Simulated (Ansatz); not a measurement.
# TaN (P-62m): zone-centre modes under pressure, part 3 of 3

Wanted: Grüneisen parameters and pressure coefficients of the modes of TaN (P-62m).

Ansatz 0.2.0; DFT LDA, scalar-relativistic, plane waves, PAW; PAW set soft_1.

So far, highest optical mode at the zone centre (no LO-TO term) (cm⁻¹): step 5 (zone-centre response at rest) 719; step 7 (V/V0 1.06) 645.

**9. Zone-centre modes of the member: 0.9 times the volume at rest**

The zone-centre modes follow for 0.9 times the volume at rest.

input.yaml

```yaml
crystal:
  lattice:
    - [4.9555895164, 0.0, 0.0]
    - [-2.4777947582, 4.291666412, 0.0]
    - [0.0, 0.0, 2.7929745897]
  atoms:
    - { symbol: "N", position: [0.3978577669, 0.0, 0.0] }
    - { symbol: "N", position: [0.6021422331, 0.6021422331, 0.0] }
    - { symbol: "N", position: [0.0, 0.3978577669, 0.0] }
    - { symbol: Ta, position: [0.3333333333, 0.6666666667, 0.5] }
    - { symbol: Ta, position: [0.6666666667, 0.3333333333, 0.5] }
    - { symbol: Ta, position: [0.0, 0.0, 0.0] }
kpoints:
  mp_grid: { grid: [9, 9, 12] }
hamiltonian:
  xc: lda
  pseudopotentials: { kind: paw, azcp: { folder: soft_1 }, xc_functional: pbe }
scf:
  occupations: { method: methfessel_paxton, width: 0.2 }
output:
  eigenvalues: true
phonons:
  method: dfpt
```

On the command line:

```sh
$ ansatz run input.yaml --threads 4 --pin off --max-ram 16384MiB --backend cpu --events-out ev --progress --plain --runs-dir out
```

Numbers of over 12 decimals in the logs are rounded to 6 here.

What it wrote:

```text
[...]
Crystal: 6 atoms, lattice volume = 59.400 Å³
Basis set: ecut = 420 eV, 1191 PW (Γ), exchange–correlation on 72×72×40 points (8 copies of the dense FFT grid, shifted against one another)
Bands: 33, of which v1, the nominal top of the filled ones, is band 27 counted from 1 (26 counted from 0)
Symmetry: 12 space group operations
k-points: 287 of 972 (irreducible under 2 space group operations, time reversal used)
[...]
k-point 2: bands = [... 23 lower, 16.7693, 19.8257, 20.4138, 20.4138, 21.6373, 23.9944, 23.9944, 24.7413, ... 2 higher]
  k-point 286: bands = [... 23 lower, 18.0355, 18.6768, 20.0705, 21.1607, 23.7365, 24.3525, 25.7521, 25.7669, ... 2 higher]
[...]
ASR residual: 3.975e-5 → 0.000e0 eV/Å²; symmetrization residual: 3.584e-6 eV/Å²
  ASR residual per site (eV/Å²): 3.04e-5 3.02e-5 3.02e-5 2.82e-5 2.82e-5 3.97e-5
[...]
[key lines of the parts left out:]
SCF converged after 10 iterations
Free energy (F): -30179.264386 eV
Fermi energy:    22.520454 eV
```

Wall time 1.8 min (4 threads of Arm Neoverse V2, shared host); peak memory 1.9 GiB.

This step gave:

* sum-rule residual before enforcement: 3.97e-5 eV/Å²
* highest optical mode at the zone centre (no LO-TO term): 858.4 cm⁻¹
* lowest optical zone-centre mode: 163.5 cm⁻¹

Patterns of degenerate modes are one choice out of their space. The modes at Γ (shares of kinetic energy by element, %):

| mode | frequency (cm⁻¹) | symmetry | N % | Ta % |
| --- | --- | --- | --- | --- |
| 1 | 0.0 | acoustic | 7 | 93 |
| 2 | 0.0 | acoustic | 7 | 93 |
| 3 | 0.0 | acoustic | 7 | 93 |
| 4 | 163.5 | A2'' | 1 | 99 |
| 5 | 216.9 | E' | 3 | 97 |
| 6 | 216.9 | E' | 3 | 97 |
| 7 | 236.4 | A1'' | 0 | 100 |
| 8 | 275.8 | E' | 0 | 100 |
| 9 | 275.8 | E' | 0 | 100 |
| 10 | 703.1 | A1' | 100 | 0 |
| 11 | 709.2 | E'' | 100 | 0 |
| 12 | 709.2 | E'' | 100 | 0 |
| 13 | 732.8 | A2'' | 92 | 8 |
| 14 | 737.2 | E' | 93 | 7 |
| 15 | 737.2 | E' | 93 | 7 |
| 16 | 764.7 | E' | 97 | 3 |
| 17 | 764.7 | E' | 97 | 3 |
| 18 | 858.4 | A2' | 100 | 0 |

The lowest optical mode is real, 164 cm⁻¹, and the highest lies at 858.4 cm⁻¹.

For the highest optical mode at the zone centre (no LO-TO term), step 5 gave 719 cm⁻¹; this run, with V/V0 0.9, gives 858 cm⁻¹ (+19 %).

**10. All members side by side**

The members are set side by side, also those not shown above.

Each row is one cell with its response, relaxed at fixed volume as far as symmetry leaves anything free; energies are extrapolated to zero smearing, and E0 is that at rest; shape and atoms are relaxed in each cell where symmetry leaves them free; all runs use 9×9×12 k points and Methfessel-Paxton smearing of 0.2 eV. State of the crystal along the series:

| volume ratio | V (Å³/atom) | pressure (GPa) | E - E0 (meV/atom) | first cell vector (Å) | third cell vector (Å) |
| --- | --- | --- | --- | --- | --- |
| 0.9 | 9.9 | 45.38 | 142.1 | 4.956 | 2.793 |
| 0.92 | 10.12 | 34.29 | 87.56 | 4.995 | 2.81 |
| 0.94 | 10.34 | 24.32 | 47.45 | 5.035 | 2.826 |
| 0.96 | 10.56 | 15.34 | 20.33 | 5.073 | 2.843 |
| 0.98 | 10.78 | 7.266 | 4.904 | 5.111 | 2.86 |
| 0.99 | 10.89 | 3.537 | 1.204 | 5.129 | 2.868 |
| 1 | 11 | -0.00143 | 0 | 5.148 | 2.876 |
| 1.02 | 11.22 | -6.54 | 4.571 | 5.184 | 2.893 |
| 1.04 | 11.44 | -12.42 | 17.66 | 5.22 | 2.909 |
| 1.06 | 11.66 | -17.71 | 38.41 | 5.255 | 2.925 |

Each mode is tracked from rest by its pattern, and modes that stay within 0.3 cm⁻¹ of each other stand once; shape and atoms are relaxed in each cell where symmetry leaves them free; all runs use 9×9×12 k points and Methfessel-Paxton smearing of 0.2 eV. Optical modes along the series:

```csv
V (Å³/atom),mode 4 A2'' (cm⁻¹),mode 5 to E' (cm⁻¹),mode 7 to A1'' (cm⁻¹),mode 8 E' (cm⁻¹),mode 10 E'' (cm⁻¹),mode 12 A2'' (cm⁻¹),mode 13 E' (cm⁻¹),mode 15 A1' (cm⁻¹),mode 16 E' (cm⁻¹),mode 18 A2' (cm⁻¹)
9.9,163.5,216.9,236.4,275.8,709.2,732.8,737.2,703.1,764.7,858.4
10.12,160.9,211.9,227.3,267.1,684.1,706.5,714,688,741.4,828.8
10.34,158.3,207,218.4,258.8,659.8,681.1,689.9,673.2,720.4,800.2
10.56,155.8,202.2,209.9,250.7,636.3,656.5,665.4,658.9,701,772.4
10.78,153.2,197.6,201.6,242.9,613.6,632.8,641.1,645,682.8,745.5
10.89,151.9,195.2,197.6,239.1,602.6,621.3,629,638.2,674,732.3
11,150.6,193,193.7,235.4,591.7,609.9,617,631.4,665.4,719.3
11.22,148,188.5,185.9,228.2,570.4,587.7,593.4,618.3,648.8,693.9
11.44,145.4,184.1,178.5,221.1,549.7,566.2,570.3,605.5,632.9,669.2
11.66,142.8,179.7,171.2,214.3,529.6,545.5,547.8,593.1,617.4,645.2
```

From cubic fits (parabolas where under five rows exist) of ln ω and P against ln V through the rows within about 4 % of rest: γ = −d ln ω / d ln V and dω/dP = γ ω / B. Slopes at rest:

```
          mode  fitted frequency at rest (cm⁻¹)  Grüneisen parameter γ  dω/dP (cm⁻¹/GPa)
   mode 4 A2''                            150.6                   0.86              0.37
  mode 5 to E'                              193                   1.17              0.66
mode 7 to A1''                            193.7                   2.03              1.14
     mode 8 E'                            235.4                   1.57              1.07
   mode 10 E''                            591.7                   1.83              3.14
  mode 12 A2''                            609.9                   1.85              3.27
    mode 13 E'                              617                   1.93              3.46
   mode 15 A1'                            631.4                   1.06              1.94
    mode 16 E'                            665.4                   1.27              2.46
   mode 18 A2'                            719.3                   1.79              3.74
```

**11. Outcome**

- members: 10
- highest optical mode at the zone centre (no LO-TO term), at rest: 719.3 cm⁻¹
- bulk modulus at rest: 345 GPa
- mode 13 E', γ: 1.93
- mode 15 A1', γ: 1.06
- mode 16 E', γ: 1.27
- mode 18 A2', γ: 1.79

What this shows: The series spans -17.7 to 45.4 GPa, and the slope at rest gives a bulk modulus of 345 GPa. Among the modes in the table of slopes γ runs from 0.86 (mode 4 A2'') to 2.03 (mode 7 to A1''). One k mesh and one cutoff serve the ground states and modes of all volumes. These are harmonic frequencies at zero temperature: anharmonic shifts, linewidths and thermal expansion are left out. Spin-orbit coupling is left out, which can matter for the heavy elements here. With no gap, or one that is small against the smearing, the frequencies hang on the k mesh and the smearing, most of all near Kohn anomalies. The PAW files were made for PBE; the program adapts parts of them to the functional of the run, but their partial waves stay those of PBE, an approximation that was not tested in this session. Only the zone centre was solved, so an instability at another wavevector cannot show here.

[Logs are printed without paths, hosts, clocks, repeated set-up lines and the standing remarks that a program may print on its own settings, such as how far it seeks lower states.]

[Hosts, paths, dates, database ids (printed as entryN), source tags and the programs' standing remarks are cut or masked in the printed files.]
